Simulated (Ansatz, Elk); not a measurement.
## How far do independent atoms describe Li3Cr?

Structure refinements treat a crystal as free atoms side by side. For a made-up structure of Li3Cr (cell and positions from a PBEsol relaxation) the runs below show what the calculated density changes in F(hkl).

Program: Elk 11.2.3 (patched build). Level of theory: DFT, PBE, all-electron APW+lo, Dirac cores, scalar-relativistic bands, static density, ferromagnetic start. Results are calculated unless marked as measured.

This account leaves out most program logs.

The structure was built from a prototype and need not be the compound's stable phase.

## Step 1: The structure

The structure is cubic, space group Pm-3m (No. 221). Conventional cell: a = 4.153 Å, b = 4.153 Å, c = 4.153 Å, α = 90.00°, β = 90.00°, γ = 90.00°. Nearest to Cr lie 12 Li at 2.94 Å. Nearest to Li lie 8 Li at 2.94 Å and 4 Cr at 2.94 Å. Farther neighbours are not listed.

Structure file:

```cif
data_structure
_symmetry_space_group_name_H-M 'P 1'
_symmetry_Int_Tables_number 1
_cell_length_a 4.1526
_cell_length_b 4.1526
_cell_length_c 4.1526
_cell_angle_alpha 90.000
_cell_angle_beta 90.000
_cell_angle_gamma 90.000
_cell_volume 71.61
loop_
_atom_site_label
_atom_site_type_symbol
_atom_site_fract_x
_atom_site_fract_y
_atom_site_fract_z
_atom_site_occupancy
Cr1 Cr 0.00000 0.00000 0.00000 1
Li2 Li 0.50000 0.50000 0.00000 1
Li3 Li 0.50000 0.00000 0.50000 1
Li4 Li 0.00000 0.50000 0.50000 1
```

## Step 2: Ground state and structure factors

An all-electron density is needed, since X-rays see the cores too. Task 0 finds the density and task 195 Fourier-transforms it; tshift is off so that phases refer to the origin typed.

The input, elk.in:

```
tasks
  0
  195
  196

xctype
  20

spinpol
  .true.

rgkmax
  7.0

gmaxvr
  14.0

lmaxo
  7

lmaxapw
  8

swidth
  0.002

tshift
  .false.

ramdisk
  .false.

hmaxvr
  5.5

maxscl
  120

epspot
  1e-06

reducebf
  0.8

sppath
  './'

avec
  7.84731276367 0.00000000000 -0.00000000000
  0.00000000000 7.84731276367 -0.00000000000
  -0.00000000000 -0.00000000000 7.84731276367

atoms
  2
  'Cr.in'
  1
  -0.0000000000 0.0000000000 -0.0000000000   0.000000 0.000000 -0.205000
  'Li.in'
  3
  0.5000000000 0.5000000000 -0.0000000000   0.000000 0.000000 0.000000
  0.5000000000 0.0000000000 0.5000000000   0.000000 0.000000 0.000000
  -0.0000000000 0.5000000000 0.5000000000   0.000000 0.000000 0.000000

ngridk
  5 5 5
```

Started as:

```console
$ OMP_NUM_THREADS=4 elk
```

Elapsed: 1.8 min, on 4 threads of Intel Xeon Platinum 8259CL at 2.50GHz (Skylake/Cascade Lake), shared host; peak memory 0.27 GiB; 6 min of CPU time.

SFACRHO.OUT:

```text

h k l indices transformed by vhmat matrix:
   1.000000000       0.000000000       0.000000000    
   0.000000000       1.000000000       0.000000000    
   0.000000000       0.000000000       1.000000000    

      h      k      l  multipl.   |H|            Re(F)            Im(F)           |F|

      0      0      0      1   0.0000000       33.000000     -0.57271119E-17   33.000000    
     -1      0      0      6  0.80067986       18.825386      0.10620097E-14   18.825386    
      1     -1      0     12   1.1323323       17.171962     -0.11343363E-15   17.171962    
     -1     -1     -1      8   1.3868182       22.793031     -0.32776488E-14   22.793031    
      0      0     -2      6   1.6013597       21.570164     -0.19862490E-14   21.570164    
     -1     -2      0     24   1.7903746       14.239933      0.16733256E-14   14.239933    
      1     -2      1     24   1.9612571       13.546292      0.18721184E-14   13.546292    
      0      2     -2     12   2.2646646       17.983386      0.29653397E-15   17.983386    
      0     -3      0      6   2.4020396       11.868605     -0.85560196E-15   11.868605    
     -1      2     -2     24   2.4020396       11.870468      0.16682028E-14   11.870468    
      3      1      0     24   2.5319720       11.420543     -0.55687843E-15   11.420543    
      1     -3      1     24   2.6555547       16.060472      0.13909654E-14   16.060472    
     -2      2      2      8   2.7736364       15.523443      0.15327940E-14   15.523443    
     -3      2      0     24   2.8868923       10.326650     -0.78874939E-15   10.326650    
     -3      1      2     48   2.9958697       10.024982     -0.24017880E-14   10.024982    
      0     -4      0      6   3.2027195       13.750925     -0.27036590E-14   13.750925    
      2     -2     -3     24   3.3012876       9.2679682     -0.16901445E-16   9.2679682    
      4     -1      0     24   3.3012876       9.2678613      0.23630291E-15   9.2678613
```

Elk indexes on the primitive cell of elk.in and gives |H| = 4π sin θ/λ in inverse bohr. Below, one row stands for each form hkl of the conventional cell (m members, Friedel mates merged), F is for one primitive cell and the density is static (no thermal factor). Free-atom factors are Waasmaier and Kirfel's, and R is Σm||F|−|F'||/Σm|F|.

```
hkl   m  sin θ/λ (Å⁻¹)  abs F, DFT  neutral atoms   diff.
100   6          0.120      18.825         19.008  -0.182
110  12          0.170      17.172         17.477  -0.305
111   8          0.208      22.793         23.131  -0.338
200   6          0.241      21.570         21.809  -0.239
210  24          0.269      14.240         14.347  -0.107
211  24          0.295      13.546         13.593  -0.046
220  12          0.341      17.983         18.017  -0.034
300   6          0.361      11.869         11.843  +0.026
221  24          0.361      11.870         11.843  +0.028
310  24          0.381      11.421         11.385  +0.036
311  24          0.399      16.061         16.061  -0.001
222   8          0.417      15.523         15.518  +0.006
320  24          0.434      10.327         10.268  +0.059
321  48          0.451      10.025          9.963  +0.062
400   6          0.482      13.751         13.733  +0.017
322  24          0.496       9.268          9.201  +0.067
410  24          0.496       9.268          9.201  +0.067
411  24          0.511       9.057          8.989  +0.068
```

## Step 3: The magnetisation density

The same run holds the spin density, and task 196 transforms it. The order is that of the start, and no other was tried.

SFACMAG_1.OUT:

```text

h k l indices transformed by vhmat matrix:
   1.000000000       0.000000000       0.000000000    
   0.000000000       1.000000000       0.000000000    
   0.000000000       0.000000000       1.000000000    

      h      k      l  multipl.   |H|            Re(F)            Im(F)           |F|

      0      0      0      1   0.0000000       4.8829643     -0.35687072E-17   4.8829643    
     -1      0      0      6  0.80067986       3.6820540     -0.32020410E-16   3.6820540    
      1     -1      0     12   1.1323323       2.6661114      0.90716383E-17   2.6661114    
     -1     -1     -1      8   1.3868182       2.2441514     -0.12249440E-16   2.2441514    
      0      0     -2      6   1.6013597       1.8640542     -0.13187535E-16   1.8640542    
     -1     -2      0     24   1.7903746       1.5949227      0.35202814E-16   1.5949227    
      1     -2      1     24   1.9612571       1.3965849     -0.12841521E-16   1.3965849    
      0      2     -2     12   2.2646646       1.0575624     -0.51342885E-17   1.0575624    
      0     -3      0      6   2.4020396      0.93457592      0.11045220E-16  0.93457592    
     -1      2     -2     24   2.4020396      0.93072962     -0.20014249E-17  0.93072962    
      3      1      0     24   2.5319720      0.81710031     -0.11656373E-17  0.81710031    
      1     -3      1     24   2.6555547      0.72601235      0.42642828E-17  0.72601235    
     -2      2      2      8   2.7736364      0.64662187      0.11884107E-16  0.64662187    
     -3      2      0     24   2.8868923      0.57272430      0.83437055E-18  0.57272430    
     -3      1      2     48   2.9958697      0.50797186     -0.10310887E-16  0.50797186    
      0     -4      0      6   3.2027195      0.40324927     -0.15162078E-16  0.40324927
```

The total moment is 4.88 μB a cell; sphere moments: Cr1 +4.03, Li2 +0.01, Li3 +0.01, Li4 +0.01 μB. Polarised neutrons measure spin and orbital magnetisation together; without spin-orbit coupling the run gives the spin part:

```
hkl  sin θ/λ (Å⁻¹)  abs F_M (μB)
100          0.120         3.682
110          0.170         2.666
111          0.208         2.244
200          0.241         1.864
210          0.269         1.595
211          0.295         1.397
220          0.341         1.058
300          0.361         0.935
221          0.361         0.931
310          0.381         0.817
311          0.399         0.726
222          0.417         0.647
320          0.434         0.573
321          0.451         0.508
```

## Step 4: The highest occupied states alone

An energy window below the Fermi level keeps the highest occupied states, to see at which angles they scatter; shallow core shells can lie inside it and anion s states outside. No new self-consistency is needed.

Changes to elk.in since step 2:

```diff
@@ -1,5 +1,3 @@
 tasks
-  0
   195
-  196
 
@@ -44,2 +42,5 @@
 
+wsfac
+  -0.288020 0.379480
+
 sppath
```

Started as:

```console
$ OMP_NUM_THREADS=4 elk
```

The job ended after 5.8 s (4 threads; peak memory 0.16 GiB; 6.8 s of CPU time).

States within 10 eV below the Fermi level hold 9.00 electrons; any levels below the window count with the cores. Their amplitudes can exceed the total, where window and core parts have opposite phase:

```
hkl  sin θ/λ (Å⁻¹)  abs F, window  abs F, all
100          0.120          3.657      18.825
110          0.170          2.748      17.172
111          0.208          2.106      22.793
200          0.241          1.789      21.570
210          0.269          1.626      14.240
211          0.295          1.422      13.546
220          0.341          1.103      17.983
300          0.361          0.959      11.869
221          0.361          0.961      11.870
310          0.381          0.846      11.421
```

## Step 5: Another functional

The difference from free atoms is small, so it is set against the change that LDA (Perdew-Wang) makes.

Changes to elk.in since step 4:

```diff
@@ -1,6 +1,8 @@
 tasks
+  0
   195
+  196
 
 xctype
-  20
+  3
 
@@ -42,5 +44,2 @@
 
-wsfac
-  -0.288020 0.379480
-
 sppath
```

Started as:

```console
$ OMP_NUM_THREADS=4 elk
```

Run time: 60 s. Hardware: 4 threads; peak memory 0.18 GiB.

Against the first run R = 0.23 %; the largest change is -0.049 at 220. The moment goes from 4.88 to 5.01 μB.

## Step 6: Basis size

A smaller basis shows how fast F responds to it; the change is likely larger than the basis error of the first run, but doesn't show convergence.

Changes to elk.in since step 5:

```diff
@@ -6,3 +6,3 @@
 xctype
-  3
+  20
 
@@ -12,3 +12,3 @@
 rgkmax
-  7.0
+  5.5
```

Started as:

```console
$ OMP_NUM_THREADS=4 elk
```

Wall time 1.9 min (4 threads); peak memory 0.27 GiB; 6.3 min of CPU time.

Against the first run R = 0.02 %; the largest change is +0.007 at 222. The moment goes from 4.88 to 4.89 μB.

## Step 7: Basis size

The basis and the expansions that go with it are enlarged, to see whether the differences are converged.

Changes to elk.in since step 6:

```diff
@@ -12,12 +12,12 @@
 rgkmax
-  5.5
+  8.5
 
 gmaxvr
-  14.0
+  18.0
 
 lmaxo
-  7
+  9
 
 lmaxapw
-  8
+  10
```

Started as:

```console
$ OMP_NUM_THREADS=4 elk
```

Wall time 3.6 min (4 threads); peak memory 0.51 GiB.

Against the first run R = 0.00 %; the largest change is +0.001 at 200. The moment goes from 4.88 to 4.88 μB.

## Step 8: Settings against the effect

```
                              run  R against the first run (%)  R against neutral atoms, low angle (%)  wall time
                    PBE, rgkmax 7                         0.00                                    0.97    1.8 min
                LDA (Perdew-Wang)                         0.23                                    1.01       60 s
                       rgkmax 5.5                         0.02                                    0.99    1.9 min
rgkmax 8.5 with larger expansions                         0.00                                    0.96    3.6 min
```

## Step 9: Results

| Item | Value |
| --- | --- |
| R against neutral atoms, sin θ/λ < 0.3 Å⁻¹ | 0.97 % |
| R against neutral atoms, 0.3 to 0.82 Å⁻¹ | 0.33 % |

In words: Independent neutral atoms miss the calculated amplitudes by R = 0.97 % below 0.3 Å⁻¹ and 0.33 % from there to 0.82 Å⁻¹; by shells, 0.97 % below 0.15 Å⁻¹ (1 form), 0.97 % 0.15 to 0.3 (5 forms), 0.22 % 0.3 to 0.45 (7 forms), 0.35 % above 0.45 (41 forms). Bonding, aspherical density and the tables' own atoms all enter these figures, and the runs don't part them. The largest change of an amplitude is -0.34 electrons, at 111. The magnetic order is that of the start. No other order was tried here, and an antiferromagnetic one would change or move the magnetic intensity. The window's part falls from 9.0 electrons at the origin to at most 0.53 between 0.45 and 0.82 Å⁻¹. Below 0.3 Å⁻¹ the changes that finished (LDA (Perdew-Wang), rgkmax 5.5 and rgkmax 8.5 with larger expansions) move F by R = 0.07 % at most, against the 0.97 % that separates it from free atoms. The magnetic factors move by R = 1.4 % (LDA (Perdew-Wang)), 0.6 % (rgkmax 5.5) and 0.1 % (rgkmax 8.5 with larger expansions). The k-mesh has no finished test. Part of the difference isn't bonding: the tables are fits to free atoms and ions calculated by other methods than this functional. Thermal motion, anomalous dispersion and extinction are left out.

[Logs are printed without paths, hosts, clocks, repeated set-up lines and the standing remarks that a program may print on its own settings, such as how far it seeks lower states.]

[Hosts, paths, dates, database ids (printed as entryN), source tags and the programs' standing remarks are cut or masked in the printed files.]
